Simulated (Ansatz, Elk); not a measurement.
## Bonding as seen by X-rays: Nb2V3Ga3

Structure refinements treat a crystal as free atoms side by side. For a made-up structure of Nb2V3Ga3 (cell and positions from a PBEsol relaxation) the runs below show what the calculated density changes in F(hkl).

Calculated with Elk 11.2.3 (patched build); DFT, PBE, all-electron APW+lo, Dirac cores, scalar-relativistic bands, static density, no spin.

The structure was built from a prototype and need not be the compound's stable phase.

### Step 1. The starting structure

It takes space group P-4m2 (No. 115, tetragonal). The conventional cell has a = 3.755 Å, b = 3.755 Å, c = 8.299 Å, α = 90.00°, β = 90.00°, γ = 90.00°. Nearest to Nb lie 6 V at 2.65 to 2.80 Å and 6 Ga at 2.79 to 2.80 Å. Nearest to Ga lie 4 Ga at 2.65 Å and 4 V at 2.79 Å and 4 Nb at 2.79 Å. Nearest to Ga lie 8 V at 2.65 to 2.80 Å and 4 Nb at 2.80 Å. V has 4 Ga at 2.65 Å and 4 Nb at 2.80 Å and 4 V at 2.80 Å nearest. Nearest to V lie 4 Nb at 2.65 Å and 6 Ga at 2.79 to 2.80 Å and 2 V at 2.80 Å. Farther neighbours are not listed.

As a file:

```cif
data_structure
_symmetry_space_group_name_H-M 'P 1'
_symmetry_Int_Tables_number 1
_cell_length_a 3.7546
_cell_length_b 3.7546
_cell_length_c 8.2992
_cell_angle_alpha 90.000
_cell_angle_beta 90.000
_cell_angle_gamma 90.000
_cell_volume 116.99
loop_
_atom_site_label
_atom_site_type_symbol
_atom_site_fract_x
_atom_site_fract_y
_atom_site_fract_z
_atom_site_occupancy
Nb1 Nb 0.00000 0.50000 0.25096 1
Nb2 Nb 0.50000 0.00000 0.74904 1
Ga3 Ga 0.50000 0.50000 0.50000 1
Ga4 Ga 0.00000 0.00000 0.00000 1
Ga5 Ga 0.00000 0.00000 0.50000 1
V6 V 0.50000 0.50000 0.00000 1
V7 V 0.50000 0.00000 0.25108 1
V8 V 0.00000 0.50000 0.74892 1
```

### Step 2. Ground state and structure factors

An all-electron density is needed, since X-rays see the cores too. Task 0 finds the density and task 195 Fourier-transforms it; tshift is off so that phases refer to the origin typed.

Input file elk.in:

```
tasks
  0
  195

xctype
  20

spinpol
  .false.

rgkmax
  7.0

gmaxvr
  14.0

lmaxo
  7

lmaxapw
  8

swidth
  0.002

tshift
  .false.

ramdisk
  .false.

hmaxvr
  5.5

maxscl
  120

epspot
  1e-06

sppath
  './'

avec
  7.09515715223 0.00000000000 -0.00000000000
  0.00000000000 7.09515715223 0.00000000000
  -0.00000000000 0.00000000000 15.68319142144

atoms
  3
  'Nb.in'
  2
  -0.0000000000 0.5000000000 0.2509636573   0.000000 0.000000 0.000000
  0.5000000000 0.0000000000 0.7490363427   0.000000 0.000000 0.000000
  'Ga.in'
  3
  0.5000000000 0.5000000000 0.5000000000   0.000000 0.000000 0.000000
  0.0000000000 0.0000000000 -0.0000000000   0.000000 0.000000 0.000000
  -0.0000000000 -0.0000000000 0.5000000000   0.000000 0.000000 0.000000
  'V.in'
  3
  0.5000000000 0.5000000000 -0.0000000000   0.000000 0.000000 0.000000
  0.5000000000 0.0000000000 0.2510776462   0.000000 0.000000 0.000000
  0.0000000000 0.5000000000 0.7489223538   0.000000 0.000000 0.000000

ngridk
  6 6 3
```

Command:

```
$ OMP_NUM_THREADS=4 elk
```

Numbers of over 12 decimals in the logs are rounded to 6 here.

The program printed:

```text
┌─────────────────────────┐
│ Elk code version 11.2.3 │
└─────────────────────────┘

All units are atomic (Hartree, Bohr, etc.)

┌─────────────────────────────────────────────────┐
│ Ground-state run starting from atomic densities │
└─────────────────────────────────────────────────┘

Lattice vectors :
   7.095157152       0.000000000      -0.000000000
   0.000000000       7.095157152       0.000000000
  -0.000000000       0.000000000       15.68319142

Reciprocal lattice vectors :
  0.8855597096      -0.000000000       0.000000000
  -0.000000000      0.8855597096      -0.000000000
   0.000000000      -0.000000000      0.4006318063

Unit cell volume      :    789.5115388
Brillouin zone volume :   0.3141818723

Muffin-tin inner radius fraction :   0.1000000000E-01

Nuclei treated as point charges

Species : 1 (Nb)
 parameters loaded from : Nb.in
 name : niobium
 nuclear charge    :   -41.00000000
 electronic charge :    41.00000000
 atomic mass :    169357.9704
 muffin-tin radius :    2.582857708
 number of radial points in muffin-tin :   1193
 inner part over the whole radius :   0.9951356734E-02
 number on inner part of muffin-tin    :    848
 approximate nuclear radius :   0.8268951942E-04
 number of mesh points to nuclear radius :    418
 atomic positions (lattice), magnetic fields (Cartesian) :
  1 :   0.00000000  0.50000000  0.25096366    0.00000000  0.00000000  0.00000000
  2 :   0.50000000  0.00000000  0.74903634    0.00000000  0.00000000  0.00000000

Species : 2 (Ga)
 parameters loaded from : Ga.in
 name : gallium
 nuclear charge    :   -31.00000000
 electronic charge :    31.00000000
 atomic mass :    127097.2539
 muffin-tin radius :    2.400000000
 number of radial points in muffin-tin :    993
 inner part over the whole radius :   0.9952882137E-02
 number on inner part of muffin-tin    :    702
 approximate nuclear radius :   0.7562051033E-04
 number of mesh points to nuclear radius :    339
 atomic positions (lattice), magnetic fields (Cartesian) :
  1 :   0.50000000  0.50000000  0.50000000    0.00000000  0.00000000  0.00000000
  2 :   0.00000000  0.00000000  0.00000000    0.00000000  0.00000000  0.00000000
  3 :   0.00000000  0.00000000  0.50000000    0.00000000  0.00000000  0.00000000

Species : 3 (V)
 parameters loaded from : V.in
 name : vanadium
 nuclear charge    :   -23.00000000
 electronic charge :    23.00000000
 atomic mass :    92860.67382
 muffin-tin radius :    2.384176346
 number of radial points in muffin-tin :    993
 inner part over the whole radius :   0.9939633248E-02
 number on inner part of muffin-tin    :    699
 approximate nuclear radius :   0.6897515165E-04
 number of mesh points to nuclear radius :    327
 atomic positions (lattice), magnetic fields (Cartesian) :
  1 :   0.50000000  0.50000000  0.00000000    0.00000000  0.00000000  0.00000000
  2 :   0.50000000  0.00000000  0.25107765    0.00000000  0.00000000  0.00000000
  3 :   0.00000000  0.50000000  0.74892235    0.00000000  0.00000000  0.00000000

Total number of atoms per unit cell :    8
Total muffin-tin volume :    488.3726461
 ratio of muffin-tin to unit cell volume :   0.6185756915

Spin treatment :
 spin-unpolarised

Number of Bravais lattice symmetries :   16
Number of crystal symmetries         :    8
Crystal has no inversion symmetry
Complex Hermitian eigensolver will be used

k-point grid :      6     6     3
k-point offset :    0.000000000       0.000000000       0.000000000
k-point set is reduced with full crystal symmetry group
Total number of k-points :       26

Muffin-tin radius times maximum |G+k| :    7.000000000
 using average radius
Maximum |G+k| for APW functions       :    2.869110494
Maximum (1/2)|G+k|²                   :    4.115897515
Maximum |G| for potential and density :    14.00000000
Constant for pseudocharge density :    9
 order of it for each species :   16  16  16
 order of it for pair densities of each species (exact exchange by exxq0 0: 17) :   11   9   9
Radial integration step length :    1

[...]
exchange                    :     -589.19233143133
 correlation                 :     -11.934223351901
 electron entropic           :    -0.23748242770034E-02
 total energy                :     -16322.560459818

Density of states at Fermi energy :    187.3317052
 (states/Hartree/unit cell)

Estimated indirect band gap :   0.1539720386E-02
 from k-point 2 to k-point 23
Estimated direct band gap   :   0.6145254998E-02
 at k-point 4

Charges :
 core                        :    140.0000000
 valence                     :    104.0000000
 interstitial                :    10.84698287
 muffin-tins (core leakage)
  species : 1 (Nb)
[...]
species : 2 (Ga)
[...]
species : 3 (V)
[...]
total in muffin-tins        :    233.1530171
 total calculated charge     :    243.9963750
 total charge                :    244.0000000
 error                       :   0.3624988272E-02

RMS change in Kohn-Sham potential (target) :   0.2863081394     (  0.1000000000E-05)
Absolute change in total energy (target)   :   0.8193688016E-01 (  0.1000000000E-03)

[... loops 3 to 20 left out ...]

┌──────────────────┐
│ Loop number : 21 │
└──────────────────┘

Energies :
 Fermi                       :     0.365106
 sum of occupied eigenvalues :     -9521.2788963101
 electron kinetic            :      16734.613045714
 core electron kinetic       :      15917.287734786
 Coulomb                     :     -32454.056144500
 Coulomb potential           :     -25473.095274940
 nuclear-nuclear             :     -2382.5852468125
 electron-nuclear            :     -34744.930246088
 Hartree                     :      4673.4593484004
 Madelung                    :     -19717.508507030
 xc potential                :     -782.79666708437
 exchange                    :     -589.92068273768
 correlation                 :     -11.936982148780
 electron entropic           :    -0.18831611903318E-02
 total energy                :     -16321.302646833

Density of states at Fermi energy :    137.9245341
 (states/Hartree/unit cell)

Estimated indirect band gap :   0.6942899912E-03
 from k-point 8 to k-point 2
Estimated direct band gap   :   0.4711674430E-02
 at k-point 4

Charges :
 core                        :    140.0000000
 valence                     :    104.0000000
 interstitial                :    10.42494720
 muffin-tins (core leakage)
  species : 1 (Nb)
[...]
species : 2 (Ga)
[...]
species : 3 (V)
[...]
total in muffin-tins        :    233.5750528
 total calculated charge     :    243.9964437
 total charge                :    244.0000000
 error                       :   0.3556280832E-02

RMS change in Kohn-Sham potential (target) :   0.6349611279E-06 (  0.1000000000E-05)
Absolute change in total energy (target)   :   0.3780190855E-04 (  0.1000000000E-03)

Convergence targets achieved

┌──────────────────┐
│ Loop number : 22 │
└──────────────────┘

Energies :
 Fermi                       :     0.365106
 sum of occupied eigenvalues :     -9521.2789140003
 electron kinetic            :      16734.613056244
 core electron kinetic       :      15917.287740012
 Coulomb                     :     -32454.056156881
 Coulomb potential           :     -25473.095295801
 nuclear-nuclear             :     -2382.5852468125
 electron-nuclear            :     -34744.930250131
 Hartree                     :      4673.4593400629
 Madelung                    :     -19717.508508980
 xc potential                :     -782.79667444351
 exchange                    :     -589.92068508478
 correlation                 :     -11.936982124646
 electron entropic           :    -0.18831621556365E-02
 total energy                :     -16321.302651008

Density of states at Fermi energy :    137.9246182
 (states/Hartree/unit cell)

Estimated indirect band gap :   0.6943096828E-03
 from k-point 8 to k-point 2
Estimated direct band gap   :   0.4711707018E-02
 at k-point 4

Charges :
 core                        :    140.0000000
 valence                     :    104.0000000
 interstitial                :    10.42494601
 muffin-tins (core leakage)
  species : 1 (Nb)
[...]
species : 2 (Ga)
[...]
species : 3 (V)
   atom 1                    :    21.60256213     ( -0.2217829120E-06)
   atom 2                    :    21.66327406     ( -0.2217823809E-06)
   atom 3                    :    21.66327406     ( -0.2217823809E-06)
 total in muffin-tins        :    233.5750540
 total calculated charge     :    243.9964437
 total charge                :    244.0000000
 error                       :   0.3556280543E-02

┌──────────────────────────────┐
│ Self-consistent loop stopped │
└──────────────────────────────┘

Warning : core states of species 2 leak from the muffin-tin :   0.7734818693E-03

Wrote STATE.OUT
```

Wall time 47 s (4 threads of AMD EPYC 9B45 (Zen 5), shared host); peak memory 0.31 GiB.

SFACRHO.OUT:

```text

h k l indices transformed by vhmat matrix:
   1.000000000       0.000000000       0.000000000    
   0.000000000       1.000000000       0.000000000    
   0.000000000       0.000000000       1.000000000    

      h      k      l  multipl.   |H|            Re(F)            Im(F)           |F|

      0      0      0      1   0.0000000       244.00000      0.12595978E-16   244.00000    
      0      0      1      2  0.40063181      -8.7432352      0.54783368E-14   8.7432352    
      0      0     -2      2  0.80126361      -9.0834797     -0.28461672E-13   9.0834797    
      0      1      0      4  0.88555971       8.0076875      0.11982142E-13   8.0076875    
      0     -1     -1      4  0.97196803       8.0370386       32.171704       33.160406    
     -1      0     -1      4  0.97196803       8.0370386      -32.171704       33.160406    
      1      0      2      4   1.1942526       8.0736643     -0.33827421       8.0807477    
      0      1      2      4   1.1942526       8.0736643      0.33827421       8.0807477    
      0      0      3      2   1.2018954      -6.2447555      0.21913347E-13   6.2447555    
     -1      1      0      4   1.2523706      -6.5832578      0.32003076E-14   6.5832578    
      1      1      1      8   1.3148908      -7.3814441      0.82175052E-14   7.3814441    
     -1     -1     -2      8   1.4867600       182.01799      0.83459037E-13   182.01799    
      0     -1      3      4   1.4929061       7.9674943       29.567122       30.621817    
      0      1     -3      4   1.4929061       7.9674943      -29.567122       30.621817    
      0      0     -4      2   1.6025272       176.86502      0.94586909E-13   176.86502    
     -1     -1     -3      8   1.7357951      -9.3463803     -0.19174179E-13   9.3463803    
     -2      0      0      4   1.7711194       169.70228      0.19930018E-13   169.70228    
     -2      0      1      4   1.8158661      -8.0945819     -0.79404970E-02   8.0945858
```

Elk indexes on the primitive cell of elk.in and gives |H| = 4π sin θ/λ in inverse bohr. Below, one row stands for each form hkl of the conventional cell (m members, Friedel mates merged), F is for one primitive cell and the density is static (no thermal factor). Free-atom factors are Waasmaier and Kirfel's, and R is Σm||F|−|F'||/Σm|F|.

```
hkl  m  sin θ/λ (Å⁻¹)  abs F, DFT  neutral atoms   diff.  abs of complex diff.
001  2          0.060       8.743          8.917  -0.174                 0.174
002  2          0.120       9.084          8.997  +0.087                 0.087
100  4          0.133       8.008          8.161  -0.154                 0.154
101  8          0.146      33.160         33.601  -0.440                 0.441
102  8          0.180       8.081          8.006  +0.075                 0.075
003  2          0.181       6.245          6.070  +0.175                 0.175
110  4          0.188       6.583          7.108  -0.525                 0.525
111  8          0.198       7.381          7.308  +0.074                 0.074
112  8          0.224     182.018        183.395  -1.377                 1.377
103  8          0.225      30.622         30.745  -0.123                 0.214
004  2          0.241     176.865        178.326  -1.461                 1.461
113  8          0.261       9.346          9.360  -0.014                 0.014
200  4          0.266     169.702        171.180  -1.478                 1.478
201  8          0.273       8.095          8.169  -0.074                 0.075
104  8          0.275       7.698          7.631  +0.067                 0.077
202  8          0.292       5.219          5.050  +0.169                 0.169
210  8          0.298       7.445          7.486  -0.041                 0.041
005  2          0.301      10.285         10.088  +0.198                 0.198
```

(Part 1 of 2 ends here.)

[Logs are printed without paths, hosts, clocks, repeated set-up lines and the standing remarks that a program may print on its own settings, such as how far it seeks lower states.]

[Hosts, paths, dates, database ids (printed as entryN), source tags and the programs' standing remarks are cut or masked in the printed files.]
